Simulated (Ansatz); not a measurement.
# What BeAsPt (built on the BaAsPd structure) distorts into

Which phase does BeAsPt (built on the BaAsPd structure) fall into along its unstable mode, and how much energy does it gain?

Method: DFT PBEsol, scalar-relativistic, plane waves, norm-conserving pseudopotentials, in Ansatz 0.2.0.

The structure was built from a prototype and need not be the compound's stable phase.

### 1. The structure

The structure is hexagonal, space group P-6m2 (No. 187). Conventional cell: a = 4.258 Å, b = 4.258 Å, c = 2.728 Å, α = 90.00°, β = 90.00°, γ = 120.00°. Nearest to Be lie 2 Be at 2.73 Å and 6 As at 2.81 Å and 6 Pt at 2.81 Å. Nearest to As lie 3 Pt at 2.46 Å and 2 As at 2.73 Å and 6 Be at 2.81 Å. Nearest to Pt lie 3 As at 2.46 Å and 2 Pt at 2.73 Å and 6 Be at 2.81 Å. Farther neighbours, and contacts between anions beyond the nearest, are not listed.

Structure file:

```cif
data_structure
_symmetry_space_group_name_H-M 'P 1'
_symmetry_Int_Tables_number 1
_cell_length_a 4.2575
_cell_length_b 4.2575
_cell_length_c 2.7283
_cell_angle_alpha 90.000
_cell_angle_beta 90.000
_cell_angle_gamma 120.000
_cell_volume 42.83
loop_
_atom_site_label
_atom_site_type_symbol
_atom_site_fract_x
_atom_site_fract_y
_atom_site_fract_z
_atom_site_occupancy
Be1 Be 0.00000 0.00000 0.00000 1
As2 As 0.66667 0.33333 0.50000 1
Pt3 Pt 0.33333 0.66667 0.50000 1
```

### 2. The dispersion

Stability and thermal properties need the whole zone. Linear response on a 2×2×2 q mesh gives force constants as far as a supercell of that size would.

Contents of input.yaml:

```yaml
crystal:
  lattice:
    - [4.2575090734, 3.7067e-06, 0.0]
    - [-2.1287577467, 3.6871091611, 0.0]
    - [0.0, 0.0, 2.7283165656]
  atoms:
    - { symbol: Be, position: [0.0, 0.0, 0.0] }
    - { symbol: As, position: [0.6666666667, 0.3333333333, 0.5] }
    - { symbol: Pt, position: [0.3333333333, 0.6666666667, 0.5] }
kpoints:
  mp_grid: { grid: [12, 12, 16] }
hamiltonian:
  xc: pbesol
  pseudopotentials: { kind: nc }
scf:
  occupations: { method: methfessel_paxton, width: 0.2 }
output:
  eigenvalues: true
phonons:
  method: dfpt
  qmesh: [2, 2, 2]
  temperatures: { t_max: 1000, t_step: 50 }
  qpath:
    path:
      - [[0.0, 0.0, 0.0], [0.5, 0.0, 0.0], [0.33333333, 0.33333333, 0.0], [0.0, 0.0, 0.0], [0.0, 0.0, 0.5], [0.5, 0.0, 0.5], [0.33333333, 0.33333333, 0.5], [0.0, 0.0, 0.5]]
      - [[0.5, 0.0, 0.5], [0.5, 0.0, 0.0]]
      - [[0.33333333, 0.33333333, 0.5], [0.33333333, 0.33333333, 0.0]]
    npoints: 10
```

Run with:

```bash
> ansatz run input.yaml --threads 8 --pin off --max-ram 14336MiB --backend cpu --events-out ev --progress --plain --runs-dir out
```

The program printed:

```text
Engine: ansatz 0.2.0, x86_64-unknown-linux-gnu
Pseudopotentials: kind: nc
Pseudopotential: Be, nc, valence charge 4, recommended cutoff 1197.300995 eV (normal), Be.nc.azcp (PseudoDojo's, or run here from an input of PseudoDojo's: the run reads no file of this project's for it)
Pseudopotential: As, nc, valence charge 15, recommended cutoff 1142.878222 eV (normal), As.nc.azcp (PseudoDojo's, or run here from an input of PseudoDojo's: the run reads no file of this project's for it)
Pseudopotential: Pt, nc, valence charge 18, recommended cutoff 1142.878222 eV (normal), Pt.nc.azcp (PseudoDojo's, or run here from an input of PseudoDojo's: the run reads no file of this project's for it)
Functional definition: PBEsol
  exchange = pbesol_x
  correlation = pbesol_c
Crystal: 3 atoms, lattice volume = 42.829 Å³
Basis set: ecut = 1197.300995 eV, 3987 PW (Γ), exchange–correlation on 100×100×64 points (8 copies of the dense FFT grid, shifted against one another)
Bands: 23, of which v1, the nominal top of the filled ones, is band 19 counted from 1 (18 counted from 0)
Symmetry: 12 space group operations
k-points: 171 of 2304 (time reversal used)
Non-local potential: Be, projectors of the file, l = 0: 2, l = 1: 2
Non-local potential: As, projectors of the file, l = 0: 2, l = 1: 2, l = 2: 2
Non-local potential: Pt, projectors of the file, l = 0: 2, l = 1: 2, l = 2: 2, l = 3: 2
Initial density: superposition of atomic densities (chi_scale 0.1, normalization cell, long waves kept (reshape's long-wave potential 0.00 eV rms))
Initial wavefunctions: pseudopotential atomic-orbital guess
Functional: x = pbesol(κ = 0.804, μ = 0.123457), c = pbesol(β = 0.046)
SCF iter   1: F=—  HF=-6813.951322 eV  |F-HF|=—  |Δ(HF+E_count)|=         —  Δρ=1.06e-1  dr2=6.85e0  ethr=3.10e-3  ⟨swp⟩=5.7  Hψ=18321  notcnv=0
preconditioner: auto → none  [metal: Δε(μ)=0.012 eV  Ē_g=8.290 eV  σ=0.200 eV  W_gap=0.05  n_scr=8 (ndim 8)  ℏωp=23.4 eV  f_vac=0.000  D(μ)=1.32/eV (n_scr^D=8)  sad-step TF]
SCF iter   2: F=—  HF=-6812.722783 eV  |F-HF|=—  |Δ(HF+E_count)|=    1.23e0  S|Δr|=    0.00e0  Δρ=2.16e-2  dr2=9.63e-2  ethr=3.10e-3  ⟨swp⟩=2.9  Hψ=9821  notcnv=0  defer=28
SCF iter   3: F=—  HF=-6812.709765 eV  |F-HF|=—  |Δ(HF+E_count)|=   1.30e-2  S|Δr|=    0.00e0  Δρ=9.50e-3  dr2=2.22e-2  ethr=2.60e-4  ⟨swp⟩=2.0  Hψ=6454  notcnv=0  defer=25
SCF iter   4: F=—  HF=-6812.707820 eV  |F-HF|=—  |Δ(HF+E_count)|=   1.95e-3  S|Δr|=    0.00e0  Δρ=3.55e-3  dr2=2.44e-3  ethr=6.01e-5  ⟨swp⟩=2.0  Hψ=4728  notcnv=0  defer=25
SCF iter   5: F=—  HF=-6812.707681 eV  |F-HF|=—  |Δ(HF+E_count)|=   1.39e-4  S|Δr|=    0.00e0  Δρ=4.85e-4  dr2=1.83e-5  ethr=6.58e-6  ⟨swp⟩=2.1  Hψ=5183  notcnv=0  defer=25
SCF iter   6: F=—  HF=-6812.707683 eV  |F-HF|=—  |Δ(HF+E_count)|=   2.89e-6  S|Δr|=    0.00e0  Δρ=7.59e-5  dr2=2.42e-6  ethr=4.94e-8  ⟨swp⟩=2.3  Hψ=6851  notcnv=0  defer=25
SCF iter   7: F=—  HF=-6812.707724 eV  |F-HF|=—  |Δ(HF+E_count)|=   4.09e-5  S|Δr|=    0.00e0  Δρ=1.08e-5  dr2=3.19e-8  ethr=6.53e-9  ⟨swp⟩=1.8  Hψ=4628  notcnv=0  defer=25
SCF iter   8: F=—  HF=-6812.707724 eV  |F-HF|=—  |Δ(HF+E_count)|=   3.72e-9  S|Δr|=    0.00e0  Δρ=1.49e-6  dr2=6.18e-10  ethr=8.61e-11  ⟨swp⟩=2.0  Hψ=5780  notcnv=0  defer=25
SCF iter   9: F=—  HF=-6812.707724 eV  |F-HF|=—  |Δ(HF+E_count)|=  9.82e-11  S|Δr|=    0.00e0  Δρ=3.74e-7  dr2=4.82e-11  ethr=1.67e-12  ⟨swp⟩=2.1  Hψ=6099  notcnv=0  defer=25
SCF iter  10: F=-6812.707724 eV  HF=-6812.707724 eV  |F-HF|=9.09e-13  |Δ(HF+E_count)|=  1.00e-11  S|Δr|=    0.00e0  Δρ=4.49e-8  dr2=6.47e-13  ethr=1.00e-12  ⟨swp⟩=7.4  Hψ=19798  notcnv=0
SCF 1 converged in 10 iterations: F = -6812.707724 eV  dr2 = 6.47e-13
phonons: the bands overlap, so this run is a metal and interpolates without the dipole-dipole term. If the crystal is really an insulator or semiconductor, its LO-TO splitting is missing
NSCF: frozen V_eff on 171 k-points
NSCF: frozen V_eff on 666 k-points
DFPT response loops at q = (0, 0, 0) (fractional): preconditioner auto → Kerker (q_TF=auto, 2.663 Å⁻¹) (partly filled bands, converged f_vac=0.000); β = 1.00, the filter's whole step (`scf.mixing.beta` (0.50) is not read by the response loops under this deck's `scf.mixing.preconditioner`; to damp them name `kerker` or `kerker_dos`, under which they read `scf.mixing.beta`, and type it under 1.00, their step now; both keys bind the ground state too); Broyden in place of MSR1
NSCF: frozen V_eff on 1332 k-points
DFPT response loops at q = (0, 0, -0.5) (fractional): mixed as the last ones told, above
NSCF: frozen V_eff on 1332 k-points
DFPT response loops at q = (0, -0.5, 0) (fractional): mixed as the last ones told, above
NSCF: frozen V_eff on 1332 k-points
DFPT response loops at q = (0, -0.5, -0.5) (fractional): mixed as the last ones told, above
SCF converged after 10 iterations
Stability not checked: this state was not tested for a lower state beside it, because cold or Methfessel-Paxton smearing, or corrected tetrahedra, fill the levels in a way that the test cannot read (fill_not_monotonic; see scf.lower_state_search)
Free energy (F): -6812.707724 eV
Harris-Foulkes:  -6812.707724 eV  (|F-HF|=9.09e-13)
Internal energy: -6812.708295 eV  (E = F + TS)
E sigma→0 (E₀):  -6812.707867 eV
Entropy (-TS):   0.000570 eV (0.190 meV/atom)
Fermi energy:    16.029005 eV
--- Per-component energies (eV) ---
  E_band       = -578.984311
  E_kinetic    = 3323.800663
  E_local      = -4528.381224  (includes V_loc(G=0)·N_el)
  E_nonlocal   = -1484.650983
  E_hartree    = 1546.665051
  E_xc         = -1348.570949
  E_vxc        = -983.082905  (∫ρ·V_xc dr)
  E_ewald      = -4321.570852
  E_smearing   = 0.000570  (= −TS)
  E_closure    = 0.000000  (closes the sum)
  Σ components = -6812.707724   (vs F -6812.707724, Δ=0.00e0)
--- Band table (eV; the first three rows and the last of 171) ---
  k-point 0: bands = [... 15 lower, 13.9201, 13.9201, 15.8178, 15.8178, 17.8527, 17.8527, 19.9478, 20.0863]
  k-point 1: bands = [... 15 lower, 13.6883, 13.6883, 16.0514, 16.0514, 17.8825, 17.8825, 19.1283, 20.2773]
  k-point 2: bands = [... 15 lower, 13.1945, 13.4949, 16.5490, 16.5490, 17.6997, 17.9766, 17.9766, 20.3665]
  k-point 170: bands = [... 15 lower, 12.3247, 13.4387, 13.6493, 14.9106, 17.4796, 17.9068, 21.6148, 22.6495]
--- Phonons (Γ-DFPT): 6 representative perturbations + reference (Σ response iterations 18) ---
  ASR residual: 1.106e-4 → 0.000e0 eV/Å²; symmetrization residual: 7.211e-6 eV/Å²
  ASR residual per site (eV/Å²): 1.49e-5 1.77e-5 1.11e-4
  Γ frequencies (cm⁻¹): -148.70 -148.70 -140.61 0.00 0.00 0.00 82.70 204.93 204.93
--- Phonons (arbitrary-q DFPT): 4 irreducible q on the 2×2×2 mesh ---
  q = [0.0000, 0.0000, 0.0000] (star 1, of the zone-centre solve; hermiticity 1.71e-6, symmetrization 7.17e-8): -148.70 -148.70 -140.61 -0.00 -0.00 -0.00 82.70 204.93 204.93
  q = [0.0000, 0.0000, -0.5000] (star 1, 6 solved perturbations in 2511 linear systems a pass and spin channel, the states on 666 of 2304 k-point pairs; hermiticity 6.20e-8, symmetrization 1.65e-8, the responses' own estimated error 3.3e-5 eV/Å²): -195.67 -170.54 -170.54 19.72 19.72 162.05 172.86 176.16 176.16
  q = [0.0000, -0.5000, 0.0000] (star 3, 9 solved perturbations in 5157 linear systems a pass and spin channel, the states on 666 of 2304 k-point pairs; hermiticity 2.71e-7, symmetrization 2.39e-8, the responses' own estimated error 2.9e-5 eV/Å²): -178.25 -152.40 -24.94 6.13 35.33 57.98 100.95 228.83 242.73
  q = [0.0000, -0.5000, -0.5000] (star 3, 9 solved perturbations in 5157 linear systems a pass and spin channel, the states on 666 of 2304 k-point pairs; hermiticity 6.56e-8, symmetrization 2.49e-8, the responses' own estimated error 4.0e-5 eV/Å²): -226.07 -155.03 -35.03 -29.70 -10.65 132.01 174.79 218.71 237.27
  sum rule: each row above includes the acoustic sum rule's correction from the zone centre's row sums; it moved no ω² by more than (0.67 cm⁻¹)²
  mesh force constants: q→R imaginary residual 1.88e-17; ASR residual 1.106e-4 → 0.000e0 eV/Å²; symmetrization residual 5.329e-15 eV/Å²
  interpolated dispersion: 93 rows × 9 modes
  density of states and harmonic sums: on the 18×18×22 q-mesh, interpolated from the force constants of a 2×2×2 supercell (no non-analytic term)
  largest difference from the sums on the solved wave vectors: F 2.46e-2 eV, S 6.14e-5 and C_V 3.72e-5 eV/K
  zero-point energy: 0.045188 eV/cell   skipped modes (ω ≤ 0): 1646, of them read as no rigid motion or as one in doubt: 1643 (3.697e0 modes/cell left out, lowest -230.99 cm⁻¹)   left out of the sums: 4.11e-1 of the cell's modes: C_V's classical limit lies that fraction below 3 k_B per atom; for a crystal, a wire or a layer, F and S can be off by more, and a phonons.interpolated_qmesh denser along its periods is the remedy for the sampling
```

Elapsed: 3.8 min, on 8 threads of AMD EPYC 9R45, shared host; peak memory 5.5 GiB; 29 min of CPU time.

Reading the cycles: dr2 is the Hartree energy of the density residual (eV), the measure of convergence; HF is the Harris–Foulkes estimate of the energy, which meets the free energy F at convergence.

Numbers from this step:

| Quantity | Value |
| --- | --- |
| volume per atom | 14.28 Å³ |
| gap on the k-mesh | 0 eV |
| sum-rule residual before enforcement | 1.11e-4 eV/Å² |
| lowest frequency on the path | -231.0 cm⁻¹ |
| point group | -6m2 |
| highest frequency on path, mesh or solved points | 242.7 cm⁻¹ |
| highest optical mode at the zone centre (no LO-TO term) | 204.9 cm⁻¹ |
| lowest optical zone-centre mode | -148.7 cm⁻¹ |
| lowest mode on the q mesh (acoustic modes at Γ apart) | -226.1 cm⁻¹ |

Frequencies (cm⁻¹) solved at each irreducible wavevector; negative means imaginary. Frequencies by wavevector, by row:

| q in reciprocal lattice units | star | mode 1 | mode 2 | mode 3 | mode 4 | mode 5 | mode 6 | mode 7 | mode 8 | mode 9 |
| --- | --- | --- | --- | --- | --- | --- | --- | --- | --- | --- |
| 0 0 0 | 1 | -148.7 | -148.7 | -140.6 | 0 | 0 | 0 | 82.7 | 204.9 | 204.9 |
| 0 0 -0.5 | 1 | -195.7 | -170.5 | -170.5 | 19.7 | 19.7 | 162.1 | 172.9 | 176.2 | 176.2 |
| 0 -0.5 0 | 3 | -178.2 | -152.4 | -24.9 | 6.1 | 35.3 | 58 | 101 | 228.8 | 242.7 |
| 0 -0.5 -0.5 | 3 | -226.1 | -155 | -35 | -29.7 | -10.7 | 132 | 174.8 | 218.7 | 237.3 |

Interpolated from a 2×2×2 q mesh, rough between the solved points. Phonon branches along the path, in cm⁻¹:

| point | branch 1 | branch 2 | branch 3 | branch 4 | branch 5 | branch 6 | branch 7 | branch 8 | branch 9 |
| --- | --- | --- | --- | --- | --- | --- | --- | --- | --- |
| Γ | -149 | -149 | -141 | 0 | 0 | 0 | 83 | 205 | 205 |
| halfway | -168 | -146 | -107 | -17 | 35 | 70 | 96 | 217 | 218 |
| M | -178 | -152 | -25 | 6 | 35 | 58 | 101 | 229 | 243 |
| halfway | -159 | -153 | -52 | -26 | 33 | 57 | 104 | 229 | 240 |
| K | -154 | -121 | -94 | -39 | -27 | 56 | 112 | 228 | 241 |
| halfway | -164 | -147 | -108 | -19 | 64 | 66 | 96 | 217 | 223 |
| Γ | -149 | -149 | -141 | 0 | 0 | 0 | 83 | 205 | 205 |
| halfway | -160 | -160 | -130 | 12 | 12 | 54 | 128 | 191 | 191 |
| A | -196 | -170 | -170 | 20 | 20 | 162 | 173 | 176 | 176 |
| halfway | -217 | -163 | -112 | -17 | 53 | 124 | 174 | 199 | 218 |
| L | -226 | -155 | -35 | -30 | -11 | 132 | 175 | 219 | 237 |
| halfway | -229 | -143 | -86 | -48 | 90 | 137 | 175 | 213 | 240 |
| H | -231 | -131 | -98 | -58 | 105 | 146 | 175 | 208 | 242 |
| halfway | -221 | -157 | -102 | -54 | 77 | 123 | 174 | 201 | 224 |
| A | -196 | -170 | -170 | 20 | 20 | 162 | 173 | 176 | 176 |
| jump to L | -226 | -155 | -35 | -30 | -11 | 132 | 175 | 219 | 237 |
| halfway | -167 | -166 | -99 | -17 | 72 | 113 | 123 | 224 | 235 |
| M | -178 | -152 | -25 | 6 | 35 | 58 | 101 | 229 | 243 |
| jump to H | -231 | -131 | -98 | -58 | 105 | 146 | 175 | 208 | 242 |
| halfway | -177 | -126 | -123 | 9 | 99 | 109 | 122 | 218 | 238 |
| K | -154 | -121 | -94 | -39 | -27 | 56 | 112 | 228 | 241 |

The phonon branches as a text plot (rows in cm⁻¹):

```
    233 |   **********              **********   ****************
    213 |****        *****         ********** *  ****    *****
    193 |                 ****    **         ***
    174 |                     *********************      **
    154 |                    *****        *     *  *     * *
    134 |                     *   ** ***** ** ** ****     ***
    114 |    *   ***        *       *     *  *      ***  ********
     95 |   * ***   ***    * *          ** **        * **    *
     75 |****       *******                  *       ****    **
     55 | *  ***********           **  *      *    **  *      ***
     35 | ***  **      *          *  *         *  *          **
     16 |*   **         ** ********   *        ***      *      **
     -4 |**            ****        *                 ****
    -24 |  ************   *         ***          ****       *   *
    -43 |    *  * *                   ***     *  **     * **
    -63 |                  **        * * *****     *     *
    -83 |   *    * **                   *  **       *  *
   -103 |         *  *     **       *    **  *        *  ***    *
   -122 | **      *   *   *        *      *   *      *   ********
   -142 |******  * ********       *     ** **        ****     **
   -162 | ***  *********   *************     *********       *  *
   -182 |    ***               *                    * ***
   -201 |                       ***            **  *       **
   -221 |                          ************  **      **
         Γ    M   K      Γ       A    L   H     A|L     M|H     K
```

Symmetry leaves 4 wavevectors to solve. The lowest mode among them, the acoustic zeros apart, lies at q = (0, -0.5, -0.5) and is imaginary, 226.1i cm⁻¹, so the energy falls along it. Between them the interpolated path dips to 231i cm⁻¹.

### 3. The mode frozen in, largest atomic shift 0 Å

The mode followed lies at q = (0, -0.5, -0.5) with frequency 226.1i cm⁻¹, the softest among the wavevectors solved. At small amplitude the pattern taken leaves space group no. 44 by a symmetry search on the positions. The undistorted cell that holds it gives the zero of energy on the same k mesh.

System of this step: BeAsPt (built on the BaAsPd structure). The structure is hexagonal, space group P-6m2 (No. 187). Conventional cell: a = 4.258 Å, b = 4.258 Å, c = 2.728 Å, α = 90.00°, β = 90.00°, γ = 120.00°. Nearest to Be lie 2 Be at 2.73 Å and 6 Pt at 2.81 Å and 6 As at 2.81 Å. Nearest to As lie 3 Pt at 2.46 Å and 2 As at 2.73 Å and 6 Be at 2.81 Å. Nearest to Pt lie 3 As at 2.46 Å and 2 Pt at 2.73 Å and 6 Be at 2.81 Å. Farther neighbours, and contacts between anions beyond the nearest, are not listed.

Contents of input.yaml:

```yaml
crystal:
  lattice:
    - [-4.2575090734, -3.7067e-06, 0.0]
    - [-2.1287513266, -3.6871128677, -2.7283165656]
    - [-2.1287513266, -3.6871128677, 2.7283165656]
  atoms:
    - { symbol: Be, position: [0.0, 0.5, 0.5] }
    - { symbol: Be, position: [0.0, 1.0, 1.0] }
    - { symbol: As, position: [0.6666666667, 0.0833333333, 0.5833333333] }
    - { symbol: As, position: [0.6666666667, 0.5833333333, 0.0833333333] }
    - { symbol: Pt, position: [0.3333333333, 0.9166666667, 0.4166666667] }
    - { symbol: Pt, position: [0.3333333333, 0.4166666667, 0.9166666667] }
kpoints:
  mp_grid: { grid: [10, 10, 10] }
hamiltonian:
  xc: pbesol
  pseudopotentials: { kind: nc }
scf:
  occupations: { method: methfessel_paxton, width: 0.2 }
output:
  forces: true
  stress: true
  eigenvalues: true
```

The program printed:

```text
[...]
Crystal: 6 atoms, lattice volume = 85.658 Å³
Basis set: ecut = 1197.300995 eV, 8027 PW (Γ), exchange–correlation on 100×120×120 points (8 copies of the dense FFT grid, shifted against one another)
Bands: 45, of which v1, the nominal top of the filled ones, is band 37 counted from 1 (36 counted from 0)
Symmetry: 8 space group operations
[...]
k-point 0: bands = [... 33 lower, 13.9229, 15.3567, 15.7452, 15.8172, 15.8179, 16.6919, 17.8520, 17.8526, ... 4 higher]
  k-point 1: bands = [... 33 lower, 13.7640, 15.3341, 15.5592, 15.7052, 15.8052, 16.8836, 18.0450, 18.0595, ... 4 higher]
  k-point 2: bands = [... 33 lower, 13.6935, 15.2041, 15.2930, 15.5063, 15.7517, 17.1898, 18.2960, 18.2993, ... 4 higher]
  k-point 170: bands = [... 33 lower, 12.5440, 13.9193, 14.3563, 15.0752, 16.1745, 17.2933, 17.7245, 19.0779, ... 4 higher]
[key lines of the parts left out:]
SCF converged after 7 iterations
Free energy (F): -13625.419042 eV
Fermi energy:    16.029666 eV
P = ⅓ Tr σ = -0.0108 GPa (-0.108 kbar)
```

Elapsed: 7.2 s, on 8 threads; peak memory 2.1 GiB; 56 s of CPU time.

This step gave:

* pressure: -0.01082 GPa
* energy from the undistorted cell: 0 meV/atom

The run ends at a pressure of -0.01 GPa, with forces up to 0.015 eV/Å.

### 4. The mode frozen in, largest atomic shift 0.32 Å

The atoms are moved along the unstable eigenvector, the largest shift by 0.32 Å, with the cell fixed.

input.yaml, the sections that differ from step 3:

```yaml
crystal:
  lattice:
    - [-4.2575090734, -3.7067e-06, 0.0]
    - [-2.1287513266, -3.6871128677, -2.7283165656]
    - [-2.1287513266, -3.6871128677, 2.7283165656]
  atoms:
    - { symbol: Be, position: [0.0433944081, 0.4566055919, 0.4566055919] }
    - { symbol: Be, position: [-0.0433944081, 1.0433944081, 1.0433944081] }
    - { symbol: As, position: [0.6666666667, 0.045968108, 0.6206985587] }
    - { symbol: As, position: [0.6666666667, 0.6206985587, 0.045968108] }
    - { symbol: Pt, position: [0.3333333333, 0.9174617867, 0.4158715466] }
    - { symbol: Pt, position: [0.3333333333, 0.4158715466, 0.9174617867] }
# kpoints, hamiltonian, scf, output: as in step 3
```

The program printed:

```text
[...]
Crystal: 6 atoms, lattice volume = 85.658 Å³
Basis set: ecut = 1197.300995 eV, 8027 PW (Γ), exchange–correlation on 100×120×120 points (8 copies of the dense FFT grid, shifted against one another)
Bands: 45, of which v1, the nominal top of the filled ones, is band 37 counted from 1 (36 counted from 0)
Symmetry: 4 space group operations
[...]
k-point 0: bands = [... 33 lower, 13.8715, 15.4535, 15.5161, 15.6151, 15.7892, 16.7342, 17.9226, 18.1178, ... 4 higher]
  k-point 1: bands = [... 33 lower, 13.7306, 15.3236, 15.4760, 15.6396, 15.6705, 16.9229, 18.1140, 18.2150, ... 4 higher]
  k-point 2: bands = [... 33 lower, 13.8294, 15.0440, 15.3899, 15.4864, 15.6626, 17.2673, 18.1062, 18.6236, ... 4 higher]
  k-point 170: bands = [... 33 lower, 12.4956, 13.8898, 14.1149, 14.3998, 16.6432, 17.3468, 17.9590, 19.1448, ... 4 higher]
[key lines of the parts left out:]
SCF converged after 8 iterations
Free energy (F): -13625.690323 eV
Fermi energy:    16.146746 eV
P = ⅓ Tr σ = 2.4928 GPa (24.928 kbar)
```

Run time: 8.4 s. Hardware: 8 threads; peak memory 2.1 GiB; 64 s of CPU time.

Read from the output:

```
pressure                         : 2.493 GPa
energy from the undistorted cell : -45.25 meV/atom
```

The energy, extrapolated to zero smearing, is -45.25 meV/atom against the undistorted cell.

The run ends at a pressure of 2.49 GPa, with forces up to 0.65 eV/Å.

[end of part 1 of 3]

[Long decimals in the printed logs are rounded to 6 places.]

[Logs are printed without paths, hosts, clocks, repeated set-up lines and the standing remarks that a program may print on its own settings, such as how far it seeks lower states.]

[Hosts, paths, dates, database ids (printed as entryN), source tags and the programs' standing remarks are cut or masked in the printed files.]

[Where the starting crystal was built by hand or by swapping elements, it need not be the compound's stable phase.]
